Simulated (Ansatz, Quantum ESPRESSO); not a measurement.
## TlSi (Pm-3m): from the cell to the phonon bands

Aim: the phonon dispersion of TlSi (Pm-3m), checked by a second program.

Program: Quantum ESPRESSO 7.5. Level of theory: DFT LDA, scalar-relativistic, plane waves, JTH PAW pseudopotentials. Results are calculated unless marked as measured.

Report form: the programs' logs are mostly left out.

The structure was built from a prototype and need not be the compound's stable phase.

### Step 1. The structure

The structure is cubic, space group Pm-3m (No. 221). Conventional cell: a = 3.471 Å, b = 3.471 Å, c = 3.471 Å, α = 90.00°, β = 90.00°, γ = 90.00°. Nearest to Si lie 8 Tl at 3.01 Å. Nearest to Tl lie 8 Si at 3.01 Å. Farther neighbours are not listed.

As a file:

```
Si Tl
1.0
     3.47050    0.00000    0.00000
     0.00000    3.47050    0.00000
     0.00000    0.00000    3.47050
Si Tl
1 1
Direct
  0.00000 0.00000 0.00000
  0.50000 0.50000 0.50000
```

### Step 2. A first look

A cheap run with smearing and empty bands tells whether the crystal has a gap, which decides between fixed occupations and smearing later on.

probe.in reads:

```
 &control
    calculation='scf',
    prefix='x',
    outdir='./tmp',
    pseudo_dir='./pseudo',
    tprnfor=.true.,
    tstress=.true.,
    verbosity='high',
 /
 &system
    ibrav=1,
    celldm(1)=6.5582952,
    nat=2,
    ntyp=2,
    ecutwfc=40.0,
    ecutrho=200.0,
    occupations='smearing',
    smearing='gaussian',
    degauss=0.01,
 /
 &electrons
    conv_thr=1.0d-07,
    mixing_beta=0.7,
    electron_maxstep=100,
 /
ATOMIC_SPECIES
 Si     28.0850  Si.upf
 Tl    204.3800  Tl.upf
ATOMIC_POSITIONS crystal
 Si     0.000000000   0.000000000   0.000000000
 Tl     0.500000000   0.500000000   0.500000000
K_POINTS automatic
 6 6 6 0 0 0
```

Started as:

```bash
OMP_NUM_THREADS=1 mpirun -n 4 pw.x -nk 4 -in probe.in > probe.out
```

The job ended after 2.5 s (4 MPI ranks of Arm Neoverse V2, shared host).

This step gave:

```
volume per atom   : 20.90 Å³
pressure          : 1.812 GPa
gap on the k-mesh : 0 eV
```

No gap opens on this mesh, so smearing is kept; the start stands at 1.8 GPa.

### Step 3. Relaxation

Frequencies change by per cents with a per cent of volume, so the structure is first brought to rest at this level of theory.

relax.in reads:

```
 &control
    calculation='vc-relax',
    prefix='x',
    outdir='./tmp',
    pseudo_dir='./pseudo',
    tprnfor=.true.,
    tstress=.true.,
    forc_conv_thr=2.0d-05,
    etot_conv_thr=1.0d-07,
    nstep=40,
 /
 &system
    ibrav=1,
    celldm(1)=6.5582952,
    nat=2,
    ntyp=2,
    ecutwfc=40.0,
    ecutrho=200.0,
    occupations='smearing',
    smearing='mv',
    degauss=0.02,
 /
 &electrons
    conv_thr=1.0d-11,
    mixing_beta=0.7,
    electron_maxstep=100,
 /
 &ions
 /
 &cell
    press_conv_thr=0.2,
 /
ATOMIC_SPECIES
 Si     28.0850  Si.upf
 Tl    204.3800  Tl.upf
ATOMIC_POSITIONS crystal
 Si     0.000000000   0.000000000   0.000000000
 Tl     0.500000000   0.500000000   0.500000000
K_POINTS automatic
 10 10 10 0 0 0
```

Started as:

```bash
OMP_NUM_THREADS=1 mpirun -n 4 pw.x -nk 4 -in relax.in > relax.out
```

The job ended after 36 s (4 MPI ranks).

Relaxation path:

| step | energy less that of the first step (eV) | largest force (eV/Å) | pressure (GPa) | volume (Å³) |
| --- | --- | --- | --- | --- |
| 1 | 0.0000 | 0.0000 | 1.86 | 41.80 |
| 2 | -0.0037 | 0.0000 | 1.15 | 42.20 |
| 3 | -0.0059 | 0.0000 | 0.41 | 42.64 |
| 4 | -0.0062 | 0.0000 | 0.01 | 42.88 |
| 5 | -0.0062 | 0.0000 | 0.00 | 42.89 |
| 6 | -0.0089 | 0.0000 | 0.14 | 42.89 |

| conventional cell, symmetrised | before | after | change |
| --- | --- | --- | --- |
| a (Å) | 3.471 | 3.500 | +0.9 % |
| b (Å) | 3.471 | 3.500 | +0.9 % |
| c (Å) | 3.471 | 3.500 | +0.9 % |
| volume (Å³/atom) | 20.90 | 21.44 | +2.6 % |

The relaxed structure:

```
Si Tl
1.0
     3.50035    0.00000    0.00000
     0.00000    3.50035    0.00000
     0.00000    0.00000    3.50035
Si Tl
1 1
Direct
  0.00000 0.00000 0.00000
  0.50000 0.50000 0.50000
```

The last row of the table of steps is pw.x's closing run on a basis chosen anew for the final cell, so its energy can jump.

Read from the output:

- volume per atom: 21.44 Å³
- pressure: 0.141 GPa

The volume changes by +2.6 % from the cell with which this run began.

### Step 4. Relaxation

A variable-cell run keeps the plane waves of its start, so its end shows a stress on a fresh basis; a second run from that cell removes it.

Changes to relax.in since step 3:

```diff
@@ -13,3 +13,3 @@
     ibrav=1,
-    celldm(1)=6.5582952,
+    celldm(1)=6.61469998,
     nat=2,
```

Wall time 29 s (4 MPI ranks).

Little changed from the start: no atom moved by 0.005 Å and no cell edge by 0.1 %.

The last row of the table of steps is pw.x's closing run on a basis chosen anew for the final cell, so its energy can jump.

This step gave:

```yaml
volume_per_atom: 21.49 Å³
pressure: 0.008 GPa
```

The volume changes by +0.2 % from the cell with which this run began.

### Step 5. Ground state

The response is built on this ground state, so it is converged far tighter than an energy would need. Smearing stays on, as the first look found no gap above 0.3 eV.

scf.in reads:

```
 &control
    calculation='scf',
    prefix='x',
    outdir='./tmp',
    pseudo_dir='./pseudo',
    tprnfor=.true.,
    tstress=.true.,
 /
 &system
    ibrav=1,
    celldm(1)=6.61934304,
    nat=2,
    ntyp=2,
    ecutwfc=40.0,
    ecutrho=200.0,
    occupations='smearing',
    smearing='mv',
    degauss=0.02,
 /
 &electrons
    conv_thr=1.0d-12,
    mixing_beta=0.7,
    electron_maxstep=100,
 /
ATOMIC_SPECIES
 Si     28.0850  Si.upf
 Tl    204.3800  Tl.upf
ATOMIC_POSITIONS crystal
 Si     0.000000000   0.000000000   0.000000000
 Tl     0.500000000   0.500000000   0.500000000
K_POINTS automatic
 10 10 10 0 0 0
```

Started as:

```bash
OMP_NUM_THREADS=1 mpirun -n 4 pw.x -nk 4 -in scf.in > scf.out
```

The job ended after 6.3 s (4 MPI ranks).

Numbers from this step:

```
pressure : 0.009 GPa
```

The cell stands at 0.009 GPa, close enough for phonons.

### Step 6. Phonons on a q mesh

Linear response treats each wavevector in the unit cell, with no supercell; the 2×2×2 mesh fixes the range of the force constants to be had.

ph.in reads:

```
phonons
 &inputph
    prefix='x',
    outdir='./tmp',
    fildyn='x.dyn',
    tr2_ph=1.0d-18,
    alpha_mix(1)=0.4,
    nmix_ph=8,
    ldisp=.true.,
    nq1=2,
    nq2=2,
    nq3=2,
 /
```

Started as:

```bash
OMP_NUM_THREADS=1 mpirun -n 4 ph.x -nk 4 -in ph.in > ph.out
```

Wall time 5.9 min (4 MPI ranks); 24 min of CPU time.

Read from the output:

- largest acoustic frequency at the zone centre before the sum rule: -1.36 cm⁻¹
- highest optical zone-centre mode (no LO-TO term): 133.0 cm⁻¹
- lowest optical zone-centre mode: 133.0 cm⁻¹
- lowest mode on the q mesh (acoustic ones at the zone centre apart): -43.58 cm⁻¹

Frequencies (cm⁻¹) at each irreducible wavevector; negative means imaginary. Frequencies by wavevector:

| q (fractions) | star | mode 1 | mode 2 | mode 3 | mode 4 | mode 5 | mode 6 |
| --- | --- | --- | --- | --- | --- | --- | --- |
| 0 0 0 | 1 | -1.36 | -1.36 | -1.36 | 133 | 133 | 133 |
| 0 0 -0.5 | 3 | 48.06 | 48.06 | 50.26 | 82.06 | 98.3 | 98.3 |
| 0 -0.5 -0.5 | 3 | -43.58 | -43.58 | 39.01 | 93.93 | 130.4 | 130.4 |
| -0.5 -0.5 -0.5 | 1 | 72.55 | 72.55 | 72.55 | 79.38 | 79.38 | 79.38 |

The acoustic modes at Γ come out as far as 1.4 cm⁻¹ from zero, where they should vanish, a small numerical error.

### Step 7. Force constants in real space

The dynamical matrices of the mesh are Fourier-transformed to force constants in real space.

q2r.in reads:

```
 &input
    fildyn='x.dyn',
    zasr='simple',
    flfrc='x.fc',
 /
```

Started as:

```bash
q2r.x < q2r.in > q2r.out
```

It took 0.47 s on 1 thread.

### Step 8. Dispersion

From the force constants any wavevector is cheap; points of the mesh come back as solved, but for the sum rule and, in polar crystals, the LO-TO term at Γ; the rest is interpolation.

matdyn.in reads:

```
 &input
    asr='simple',
    flfrc='x.fc',
    flfrq='x.freq',
    flvec='x.modes',
    q_in_band_form=.true.,
    q_in_cryst_coord=.true.,
 /
8
  0.0000000   0.0000000   0.0000000  12  ! GAMMA
  0.0000000   0.5000000   0.0000000  12  ! X
  0.5000000   0.5000000   0.0000000  12  ! M
  0.0000000   0.0000000   0.0000000  12  ! GAMMA
  0.5000000   0.5000000   0.5000000  12  ! R
  0.0000000   0.5000000   0.0000000   1  ! X
  0.5000000   0.5000000   0.5000000  12  ! R
  0.5000000   0.5000000   0.0000000   1  ! M
```

Started as:

```bash
matdyn.x -in matdyn.in > matdyn.out
```

Wall time 0.47 s (1 thread).

Numbers from this step:

```yaml
lowest_frequency_on_the_path: -43.72 cm⁻¹
```

Matdyn.x, sum rule simple. Phonon branches along the path, in cm⁻¹:

| point | branch 1 | branch 2 | branch 3 | branch 4 | branch 5 | branch 6 |
| --- | --- | --- | --- | --- | --- | --- |
| Γ | 0 | 0 | 0 | 133 | 133 | 133 |
| halfway | 28 | 28 | 45 | 107 | 118 | 118 |
| X | 48 | 48 | 50 | 82 | 98 | 98 |
| halfway | -40 | 34 | 44 | 96 | 108 | 121 |
| M | -44 | -44 | 39 | 94 | 130 | 130 |
| halfway | -34 | 35 | 60 | 99 | 109 | 121 |
| Γ | 0 | 0 | 0 | 133 | 133 | 133 |
| halfway | 25 | 25 | 37 | 107 | 111 | 111 |
| R | 73 | 73 | 73 | 79 | 79 | 79 |
| halfway | -37 | 24 | 63 | 91 | 110 | 118 |
| X | 48 | 48 | 50 | 82 | 98 | 98 |
| jump to R | 73 | 73 | 73 | 79 | 79 | 79 |
| halfway | 10 | 10 | 62 | 84 | 115 | 115 |
| M | -44 | -44 | 39 | 94 | 130 | 130 |

Lowest modes at the softest wavevector of the mesh; phase exp(i q.(R + tau)). Modes at q = (0.000, 0.500, 0.500), with each element's share of the kinetic energy (negative means imaginary):

| mode | frequency (cm⁻¹) | Si % | Tl % |
| --- | --- | --- | --- |
| 1 | -43.6 | 40 | 60 |
| 2 | -43.6 | 40 | 60 |
| 3 | 39.0 | 0 | 100 |
| 4 | 93.9 | 100 | 0 |
| 5 | 130.4 | 60 | 40 |
| 6 | 130.4 | 60 | 40 |

Displacements in mode 2 (-43.6 cm⁻¹), the largest set to 1, in the home cell:
```
Si1  0.00  0.00 -1.00
Tl2  0.00 -0.46  0.00
```

Displacements in mode 5 (130.4 cm⁻¹), the largest set to 1, in the home cell:
```
Si1  0.00  0.00  1.00
Tl2  0.00 -0.30  0.00
```

Force constants by pair (phonopy on the run's constants); pairs near half the supercell's span include their periodic images. Pair force constants, by row:

| atom | neighbour | distance (Å) | third of the trace (eV/Å²) | along the pair's line (eV/Å²) |
| --- | --- | --- | --- | --- |
| Si1 | itself | 0 | 0.9101 | – |
| Si1 | Tl | 3.034 | -0.2011 | -0.845 |
| Si1 | Si | 3.503 | 0.1075 | 0.2189 |
| Si1 | Si | 4.954 | 0.0553 | 0.1225 |
| Si1 | Si | 6.067 | 0.2099 | 0.2099 |
| Tl2 | itself | 0 | 3.056 | – |
| Tl2 | Si | 3.034 | -0.2011 | -0.845 |
| Tl2 | Tl | 3.503 | -0.434 | -1.5 |
| Tl2 | Tl | 4.954 | 0.0389 | 0.0175 |
| Tl2 | Tl | 6.067 | -0.2616 | -0.2616 |

Mode patterns, pair constants, displacements and means over the zone were worked out by phonopy from the force constants of q2r.x.

The path dips to 44i cm⁻¹.

### Step 9. Density of states

Sums over the zone need many more wavevectors than were solved, so the interpolation is sampled on a dense mesh.

matdyn.in reads:

```
 &input
    asr='simple',
    flfrc='x.fc',
    dos=.true.,
    fldos='x.dos',
    nk1=13,
    nk2=13,
    nk3=13,
    deltaE=0.3,
 /
```

Started as:

```bash
matdyn.x -in matdyn.in > matdyn.out
```

It took 3.2 s on 1 thread.

Numbers from this step:

```yaml
share_of_modes_beyond_3i_cm_minus1_on_the_dense_interpolated_mesh: 0.1604
```

The phonon density of states has structure finer than the step of the table below, so its rows give means over 5 cm⁻¹, whole bins alone (the curve runs from -43.6 to 133 cm⁻¹). Peaks (cm⁻¹: height): total -40.0: 0.0478, 47.3: 0.0586, 95.9: 0.0806, 98.6: 0.0890, 117.5: 0.130; Si -40.0: 0.0191, 95.9: 0.0742, 98.6: 0.0800, 117.5: 0.0861; Tl -40.0: 0.0286, 36.5: 0.0307, 47.3: 0.0523, 117.5: 0.0436.

Tetrahedra. Phonon density of states against wavenumber; means over each step; values in 1/cm⁻¹/cell:

| wavenumber (cm⁻¹) | total | Si | Tl |
| --- | --- | --- | --- |
| -40 | 0.0418 | 0.0167 | 0.0251 |
| -35 | 0.0377 | 0.0147 | 0.0230 |
| -30 | 0.0291 | 0.0109 | 0.0181 |
| -25 | 0.0220 | 0.00795 | 0.0141 |
| -20 | 0.0175 | 0.00607 | 0.0114 |
| -15 | 0.0141 | 0.00485 | 0.00929 |
| -10 | 0.0130 | 0.00437 | 0.00862 |
| -5 | 0.0127 | 0.00411 | 0.00864 |
| 0 | 0.0117 | 0.00383 | 0.00788 |
| 5 | 0.0106 | 0.00358 | 0.00705 |
| 10 | 0.0110 | 0.00360 | 0.00738 |
| 15 | 0.0130 | 0.00407 | 0.00892 |
| 20 | 0.0200 | 0.00611 | 0.0139 |
| 25 | 0.0244 | 0.00692 | 0.0175 |
| 30 | 0.0292 | 0.00722 | 0.0220 |
| 35 | 0.0344 | 0.00711 | 0.0273 |
| 40 | 0.0372 | 0.00571 | 0.0315 |
| 45 | 0.0509 | 0.00549 | 0.0455 |
| 50 | 0.0499 | 0.00660 | 0.0433 |
| 55 | 0.0465 | 0.00614 | 0.0404 |
| 60 | 0.0385 | 0.00512 | 0.0334 |
| 65 | 0.0194 | 0.00356 | 0.0158 |
| 70 | 0.00901 | 0.00283 | 0.00618 |
| 75 | 0.00114 | 4.5e-4 | 7.0e-4 |
| 80 | 0.00786 | 0.00448 | 0.00338 |
| 85 | 0.0163 | 0.0124 | 0.00391 |
| 90 | 0.0315 | 0.0269 | 0.00466 |
| 95 | 0.0712 | 0.0648 | 0.00649 |
| 100 | 0.0739 | 0.0637 | 0.0101 |
| 105 | 0.0622 | 0.0477 | 0.0145 |
| 110 | 0.0818 | 0.0576 | 0.0242 |
| 115 | 0.0940 | 0.0634 | 0.0307 |
| 120 | 0.102 | 0.0684 | 0.0336 |
| 125 | 0.0464 | 0.0316 | 0.0148 |
| 130 | 0.0115 | 0.00850 | 0.00301 |

### Step 10. Zone-centre analysis

A rigid shift of the crystal must cost nothing, but grids and finite bases break this; the acoustic sum rule is imposed before the matrix is diagonalised again.

dynmat.in reads:

```
 &input
    fildyn='x.dyn1',
    asr='simple',
    fileig='dynmat.eig',
 /
```

Started as:

```bash
dynmat.x -in dynmat.in > dynmat.out
```

Wall time 0.47 s (1 thread).

Read from the output:

- highest optical zone-centre mode (no LO-TO term): 133.1 cm⁻¹
- lowest optical zone-centre mode: 133.1 cm⁻¹

Unit eigenvectors of the mass-weighted matrix after the sum rule; no LO-TO term. The modes at Γ (shares of kinetic energy by element, %):

| mode | frequency (cm⁻¹) | symmetry | Si % | Tl % |
| --- | --- | --- | --- | --- |
| 1 | 0.0 | acoustic | 12 | 88 |
| 2 | 0.0 | acoustic | 12 | 88 |
| 3 | 0.0 | acoustic | 12 | 88 |
| 4 | 133.1 | T1u | 88 | 12 |
| 5 | 133.1 | T1u | 88 | 12 |
| 6 | 133.1 | T1u | 88 | 12 |

Displacements in mode 6 (133.1 cm⁻¹), the largest set to 1:
```
Si1  1.00  0.00  0.00
Tl2 -0.14  0.00  0.00
```

The rule moves no optical mode by more than 0.1 cm⁻¹.

### Step 11. Sum rules set otherwise (asr no)

Without the rule the raw error of the acoustic modes shows.

dynmat.in reads:

```
 &input
    fildyn='x.dyn1',
    asr='no',
    fileig='dynmat.eig',
 /
```

Started as:

```bash
dynmat.x -in dynmat.in > dynmat.out
```

It took 0.47 s on 1 thread.

This step gave:

```
highest optical zone-centre mode (no LO-TO term) : 133.0 cm⁻¹
lowest optical zone-centre mode                  : 133.0 cm⁻¹
```

Zone-centre frequencies as printed; negative means imaginary. Modes:

| mode | frequency (cm⁻¹) |
| --- | --- |
| 1 | -1.36 |
| 2 | -1.36 |
| 3 | -1.36 |
| 4 | 133 |
| 5 | 133 |
| 6 | 133 |

Against the first rule no mode moves by more than 1.4 cm⁻¹.

### Step 12. Sum rules set otherwise (asr crystal)

The rule can be imposed in more than one way; the choices should agree where the raw error is small.

dynmat.in reads:

```
 &input
    fildyn='x.dyn1',
    asr='crystal',
    fileig='dynmat.eig',
 /
```

Started as:

```bash
dynmat.x -in dynmat.in > dynmat.out
```

The job ended after 0.47 s (1 thread).

Read from the output:

* highest optical zone-centre mode (no LO-TO term): 133.1 cm⁻¹
* lowest optical zone-centre mode: 133.1 cm⁻¹

Zone-centre frequencies as printed; negative means imaginary. Modes:

| mode | frequency (cm⁻¹) |
| --- | --- |
| 1 | 0 |
| 2 | 0 |
| 3 | 0 |
| 4 | 133.1 |
| 5 | 133.1 |
| 6 | 133.1 |

Against the first rule no mode moves by more than 0.1 cm⁻¹.

### Step 13. The dispersion under another sum rule (asr crystal)

The sum rule corrects the force constants themselves, so it can shift branches at any wavevector, low ones most.

matdyn.in reads:

```
 &input
    asr='crystal',
    flfrc='x.fc',
    flfrq='x.freq',
    flvec='x.modes',
    q_in_band_form=.true.,
    q_in_cryst_coord=.true.,
 /
8
  0.0000000   0.0000000   0.0000000   8  ! GAMMA
  0.0000000   0.5000000   0.0000000   8  ! X
  0.5000000   0.5000000   0.0000000   8  ! M
  0.0000000   0.0000000   0.0000000   8  ! GAMMA
  0.5000000   0.5000000   0.5000000   8  ! R
  0.0000000   0.5000000   0.0000000   1  ! X
  0.5000000   0.5000000   0.5000000   8  ! R
  0.5000000   0.5000000   0.0000000   1  ! M
```

Started as:

```bash
matdyn.x -in matdyn.in > matdyn.out
```

Wall time 0.47 s (1 thread).

Numbers from this step:

| Property | Result |
| --- | --- |
| lowest frequency on the path | -43.77 cm⁻¹ |

At the labelled points the branches move by no more than 0.3 cm⁻¹.

### Step 14. Cross-check with Ansatz

The same cell goes through another code, with its own cutoff. The potentials differ. Its k mesh is centred on Γ.

This step: DFT LDA, scalar-relativistic, plane waves, PseudoDojo norm-conserving pseudopotentials (Ansatz 0.2.0).

input.yaml reads:

```yaml
crystal:
  lattice:
    - [3.5028054895, 0.0, 0.0]
    - [0.0, 3.5028054895, 0.0]
    - [0.0, 0.0, 3.5028054895]
  atoms:
    - { symbol: Si, position: [0.0, 0.0, 0.0] }
    - { symbol: Tl, position: [0.5, 0.5, 0.5] }
kpoints:
  mp_grid: { grid: [10, 10, 10] }
hamiltonian:
  xc: lda
  pseudopotentials: { kind: nc, accuracy: standard }
scf:
  occupations: { method: cold, width: 0.27211 }
output:
  eigenvalues: true
phonons:
  method: dfpt
  qmesh: [2, 2, 2]
  temperatures: { t_max: 1000, t_step: 50 }
  qpath:
    path:
      - [[0.0, 0.0, 0.0], [0.0, 0.5, 0.0], [0.5, 0.5, 0.0], [0.0, 0.0, 0.0], [0.5, 0.5, 0.5], [0.0, 0.5, 0.0]]
      - [[0.5, 0.5, 0.5], [0.5, 0.5, 0.0]]
    npoints: 12
```

Started as:

```bash
ansatz run input.yaml --threads 4 --pin off --max-ram 8192MiB --backend cpu --events-out ev --progress --plain --runs-dir out
```

It took 36 s on 4 threads; peak memory 1 GiB; 2.3 min of CPU time.

Read from the output:

```yaml
sum_rule_residual_before_enforcement: 6.82e-5 eV/Å²
lowest_frequency_on_the_path: -44.18 cm⁻¹
share_of_modes_beyond_3i_cm_minus1_on_the_dense_interpolated_mesh: 0.1677
highest_optical_zone_centre_mode_no_lo_to_term: 133.4 cm⁻¹
lowest_optical_zone_centre_mode: 133.4 cm⁻¹
lowest_mode_on_the_q_mesh_acoustic_ones_at_the_zone_centre_apart: -43.96 cm⁻¹
```

### Step 15. The two compared: QE JTH and Ansatz, PseudoDojo

Worked out from the results:

```
root-mean-square difference             : 0.63 cm⁻¹
largest difference                      : 1.45 cm⁻¹
root-mean-square difference on the path : 0.4 cm⁻¹
largest difference on the path          : 1.3 cm⁻¹
```

The 12 of 21 modes that differ most. Frequencies side by side:

| q (reciprocal lattice) | mode | QE JTH (cm⁻¹) | Ansatz, PseudoDojo (cm⁻¹) |
| --- | --- | --- | --- |
| 0 0 0 | 4 | 133 | 133.4 |
| 0 0 0 | 5 | 133 | 133.4 |
| 0 0 0 | 6 | 133 | 133.4 |
| 0 0 -0.5 | 3 | 50.26 | 49.89 |
| 0 0 -0.5 | 5 | 98.3 | 99.02 |
| 0 0 -0.5 | 6 | 98.3 | 99.02 |
| 0 -0.5 -0.5 | 1 | -43.58 | -43.96 |
| 0 -0.5 -0.5 | 2 | -43.58 | -43.96 |
| 0 -0.5 -0.5 | 5 | 130.4 | 130.6 |
| -0.5 -0.5 -0.5 | 1 | 72.55 | 74 |
| -0.5 -0.5 -0.5 | 2 | 72.55 | 74 |
| -0.5 -0.5 -0.5 | 3 | 72.55 | 74 |

The interpolated bands of the two lie on top of each other.

At the solved wavevectors the largest difference (acoustic modes at Γ apart) is 1 % of the highest mode.

### Step 16. Outcome

| Item | Value |
| --- | --- |
| space group after relaxation | Pm-3m |
| volume per atom | 21.5 Å³ |
| highest optical zone-centre mode (no LO-TO term) | 133.1 cm⁻¹ |
| q mesh | 2×2×2 |
| lowest mode on the q mesh (acoustic ones at the zone centre apart) | -43.6 cm⁻¹ |
| imaginary modes on the q mesh | yes |
| largest difference from Ansatz, PseudoDojo | 1.45 cm⁻¹ |

**Reading.** TlSi (Pm-3m) is unstable: a mode solved on the 2×2×2 mesh is imaginary, 44i cm⁻¹; its spectrum reaches 133 cm⁻¹. At the LDA level the optical modes of TlSi (Pm-3m) at the zone centre lie at 133 cm⁻¹. The most unstable solved mode lies at q = (0, -0.5, -0.5), on the zone boundary, so the distortion that it points to doubles the cell. QE JTH and Ansatz, PseudoDojo differ by 0.6 cm⁻¹ in the root mean square and by 1.4 cm⁻¹ at most, 1.1 % of the highest mode compared (acoustic modes at Γ left out; ph.x's values are those before the sum rule); the two use different potentials, and the cell was not relaxed for the second set. These are harmonic frequencies at zero temperature: anharmonic shifts and linewidths and thermal expansion are left out. Spin-orbit coupling is left out, which can matter for the heavy elements here. In a metal the frequencies hang on the k mesh and the smearing, most of all near Kohn anomalies. The runs are without spin polarisation, although the cell has an odd electron count or an open d or f shell, so a magnetic state was not tested. The q mesh stands for a supercell only 7.0 Å across, so branches between the solved wavevectors are rough. The structure is a hypothetical one, built on a prototype.

[Host names and launcher messages were left out of these logs when they were recorded.]

[Logs are printed without paths, hosts, clocks, repeated set-up lines and the standing remarks that a program may print on its own settings, such as how far it seeks lower states.]

[Hosts, paths, dates, database ids (printed as entryN), source tags and the programs' standing remarks are cut or masked in the printed files.]
